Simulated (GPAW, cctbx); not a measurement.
# Bonding in GaBiPd2 as X-rays see it

Question: by how much does bonding change the X-ray structure factors of GaBiPd2, and what does a routine refinement make of it?

The cell comes from substitution in a known structure type and wasn't matched to any measured phase. All numbers below are calculated.

### 1. Find the equilibrium geometry

The density hangs on the geometry, so cell and atoms are relaxed first, with the symmetry held. The cutoff is set higher than for the density because stress converges slowly with plane waves.

Settings: GPAW 26.7.0, PBE, 570 eV, 5×5×3 k-points (along the axes of the calculation cell), Fermi–Dirac width 0.1 eV, BFGS to 0.03 eV/Å.

```text
cell
1.0
     4.582000000    0.000000000    0.000000000
    -2.291000000    3.968128400    0.000000000
     0.000000000    0.000000000    8.555000000
Bi Pd Ga
2 4 2
Direct
0.000000000 0.000000000 0.500000000
0.000000000 0.000000000 0.000000000
0.333333333 0.666666667 0.907800000
0.666666667 0.333333333 0.092200000
0.666666667 0.333333333 0.407800000
0.333333333 0.666666667 0.592200000
0.666666667 0.333333333 0.750000000
0.333333333 0.666666667 0.250000000
```

```console
$ OMP_NUM_THREADS=1 mpirun -n 4 gpaw python run.py > gpaw.log
```

```text
BFGS:    0      -32.107229        0.424869
BFGS:    1      -32.112651        0.404555
BFGS:    2      -32.186993        0.435593
BFGS:    3      -32.196803        0.498770
...
BFGS:    9      -32.484662        0.433142
BFGS:   10      -32.552900        0.089803
BFGS:   11      -32.554347        0.017957
cell  4.8420 4.8420 7.7628  90.00 90.00 120.00
volume 157.611 A^3, largest force 0.007 eV/A, largest stress 0.15 GPa
```

After 11 steps the volume has changed by +1.3 % and the energy by -0.447 eV; the largest stress left is 0.15 GPa. It took 5.1 min on 4 cores of Arm Neoverse V2 (shared host), peak memory 1.4 GiB.

Relaxed structure: P6_3/mmc (no. 194), a = 4.8420 Å, b = 4.8420 Å, c = 7.7628 Å, α = 90.00°, β = 90.00°, γ = 120.00°.

| atom | mult. | x | y | z |
| --- | --- | --- | --- | --- |
| Bi1 | 2 | 0 | 0 | 1/2 |
| Pd1 | 4 | 1/3 | 2/3 | 0.9250 |
| Ga1 | 2 | 2/3 | 1/3 | 3/4 |

### 2. The all-electron density

X-rays see the whole electron density, so the PAW density is rebuilt with its core regions. Subtracting spherical free atoms from the same code cancels the cores and leaves the deformation density Δρ, the part due to bonding.

Settings: PBE, 450 eV, 6×6×3 k-points (along the axes of the calculation cell), Fermi–Dirac width 0.1 eV; primitive cell of 8 atoms.

```console
$ OMP_NUM_THREADS=1 mpirun -n 4 gpaw python run.py > gpaw.log
```

```text
|iter:   1|       0s |  -39.400458 | +0.47 |       |
|iter:   2|       2s |  -36.264797 | -1.10 | -0.97 |
|iter:   3|       4s |  -32.572227 | -0.65 | -1.09 |
...
|iter:  12|      22s |  -32.413868c| -6.78 | -4.94c|
|iter:  13|      24s |  -32.413868c| -7.27 | -5.44c|
|iter:  14|      25s |  -32.413868c| -7.65c| -5.92c|
```

```text
grid (48, 48, 80)  electrons 412.000  moved by bonding 2.107 e
deformation density beyond 0.5 A of the nuclei: max 0.070, min -0.338 e/A^3
atom        x       y       z   Voronoi charge  moment
Bi1    0.0000  0.0000  0.5000      0.028       0.00
Bi2    0.0000  0.0000  0.0000      0.028       0.00
Pd3    0.3333  0.6667  0.9250      0.044       0.00
Pd4    0.6667  0.3333  0.0750      0.044       0.00
Pd5    0.6667  0.3333  0.4250      0.044       0.00
Pd6    0.3333  0.6667  0.5750      0.044       0.00
Ga7    0.6667  0.3333  0.7500     -0.117       0.00
Ga8    0.3333  0.6667  0.2500     -0.117       0.00
mean inner potential of superposed free atoms 22.127 V
total magnetic moment 0.000 muB
```

Deformation density in a plane through the shortest contact of the Pd atom at the origin, in 0.01 e/Å³ (clipped at ±99); x from -1.6 to 4.1 Å, y from 2.4 down to -2.4 Å:

```text
  0   0  -1  -3  -1  -1   .  -2  -2  -2   0   0  -1  -3  -1  -1
  0   1   0  -1  -2   0  -1  -2  -3  -1   0   0   0  -1  -3  -2
  1   1   1   2   2   2   0  -1   0   0   0   0   0   0   0   0
  2   2   2   2   3   3   3   2   2   0  -2  -2  -1   1   2   3
  3   3   1  -5 -10  -6   0   4   3   0  -4  -4  -3   1   4   3
  2   4  -6 -10   .  -7  -9   4   5  -1  -2   .  -3   2   6  -1
  1   4 -13 -31   .   . -23   3   6  -2   .   .  -1   2   7  -5
  2   4  -6 -10   .  -4  -9   4   5  -1  -2   .  -3   2   6  -1
  3   4   1  -6 -12  -8  -1   4   4   1  -3  -4  -2   2   4   3
  3   3   3   2   1   2   4   4   3   2   1   0   1   3   4   4
  1   1   2   3   4   4   3   1   1   3   3   3   3   2   1   2
 -3  -4  -1   3   4   2  -5 -12  -9  -2   3   4   2  -5 -11  -9
 -1   .  -3   3   6  -3 -11   .  -2 -11   1   4  -4 -12   .  -1
```

Atoms in or within 0.15 Å of the plane: Pd (0.0, 0.0), Ga (2.5, 0.0) Å. Dots mark points within about 0.45 Å of a nucleus; large values next to them are atomic features.

Ga gains most (-0.12 e) and Pd loses most (+0.04 e), which isn't the order of electronegativity: valence and coordination count too, and Voronoi cells cut space at the midplane whatever the atoms' sizes. Along the shortest contact from the Pd atom at the map's origin, Pd–Ga at 2.52 Å, Δρ is +0.07 e/Å³ at the midpoint: little piles up between the atoms, as is usual in a metallic crystal, which this run finds. At the midpoints of other shortest contacts it is +0.05 (Pd–Pd, 2.72 Å) and +0.04 (Bi–Pd, 2.86 Å) e/Å³. Point values carry grid noise of about 0.01 e/Å³. The run needed 14 iterations, 34 s.

### 3. From the density to structure factors

The Fourier components of Δρ, added to those of the free atoms, give the static X-ray structure factors; the Mott–Bethe relation turns them into the Fourier components V of the potential that fast electrons feel.

```text
static structure factors of the conventional cell: F in electrons, V (Mott-Bethe) in volts
   h  k  l      d  |F| table  |F| free   |F| DFT   change   |V| free  |V| DFT  change %
   1  0  0  4.1933    41.551    41.653    41.804    0.151     0.689    0.611    -11.2
   0  0  2  3.8814   194.918   194.520   194.214   -0.306     7.717    7.851      1.7
   1  0  1  3.6894    17.517    17.305    17.012   -0.293     0.536    0.652     21.6
   1  0  2  2.8485   124.680   124.710   124.822    0.112     4.300    4.273     -0.6
   1  1  0  2.4210   336.215   335.890   334.742   -1.148    12.973   13.168      1.5
   1  0  3  2.2021   163.421   163.195   162.201   -0.993     6.753    6.893      2.1
   2  0  0  2.0966    40.743    40.836    41.199    0.363     0.277    0.230    -16.8
   1  1  2  2.0542   168.080   168.153   167.794   -0.359     5.397    5.441      0.8
   2  0  1  2.0241    13.837    13.950    13.581   -0.369     0.561    0.605      7.8
   0  0  4  1.9407   135.225   135.030   135.133    0.103     3.950    3.939     -0.3
   2  0  2  1.8447   112.754   112.643   112.722    0.079     2.998    2.990     -0.3
   1  0  4  1.7612   125.221   125.307   125.382    0.075     3.441    3.434     -0.2
   2  0  3  1.6290   143.499   143.323   143.083   -0.239     5.229    5.248      0.4
   2  1  0  1.5849    40.126    40.204    40.330    0.126     0.204    0.195     -4.5
```

The largest X-ray change is -1.15 e on 110, 0.3 % of |F|. For electrons V goes as (Z − F)/g², so a change of F counts against Z − F, which is small at low angle and wherever the atoms' terms cancel: |V| of 101 moves by +21.6 % (0.54 to 0.65 V) against -1.7 % in |F|. The tabulated Hartree–Fock atoms differ from the free DFT atoms by up to 0.40 e, so the choice of reference atom matters too.

### 4. What a spherical-atom refinement makes of it

Routine crystallography fits spherical atoms. To see the bias, intensities are simulated from tabulated atoms plus the DFT change ΔF, so that bonding alone can misfit (9774 reflections of the full sphere, merged to the counts below, to 0.4 Å, 0.5 % proportional noise plus counting noise, assumed isotropic U as listed, Δρ smeared by the mean U) and refined with cctbx over different ranges.

| range | data | R1 | GooF | U Bi1 (true 0.0034) | U Pd1 (true 0.0043) | U Ga1 (true 0.005) | largest shift (Å) | Δρ max, min (e/Å³) |
| --- | --- | --- | --- | --- | --- | --- | --- | --- |
| all data | 532 | 0.0033 | 1.04 | 0.0034 | 0.0043 | 0.0050 | 0.0000 | 0.47, -0.89 |
| low resolution, d > 0.84 | 70 | 0.0028 | 1.33 | 0.0033 | 0.0041 | 0.0048 | 0.0003 | 0.22, -0.23 |
| high order, d < 0.75 | 436 | 0.0036 | 0.98 | 0.0034 | 0.0043 | 0.0050 | 0.0000 | 0.45, -0.84 |
| occupancies free, d > 0.7 | 113 | 0.0028 | 1.26 | 0.0034 | 0.0042 | 0.0049 | 0.0001 | 0.25, -0.34 |

With all data GooF is 1.04, diluted by the many high-angle data; the misfit shows at low resolution; the top residual peak, near noise level, lies 1.36 Å from Pd and 1.36 Å from Pd, between them. No U is off by more than 3 s.u. at low resolution. With Bi1 held at 1 and the scale free, the other occupancies refine to Pd1 0.998(0.001) and Ga1 1.000(0.002), within three s.u. of full.

### 5. Answer

Bonding moves 2.11 e in the primitive cell of GaBiPd2 and changes the structure factors of the conventional cell in the table above by at most 1.15 e (110, 0.3 %), and among reflections above 2 % of the strongest by up to 2.6 % (201). The shortest bond, Pd–Ga, has Δρ = +0.07 e/Å³ at its midpoint, with no localised bond charge. With all data GooF is 1.04, diluted by the many high-angle data. Limits: static density, frozen cores, no spin–orbit coupling.

[Outputs are excerpts: Python notices, other lines and further rows are left out; steps that failed or that the build refused (PBEsol, TPSS) are not shown.]

[Logs are printed without paths, hosts, clocks, repeated set-up lines and the standing remarks that a program may print on its own settings, such as how far it seeks lower states.]
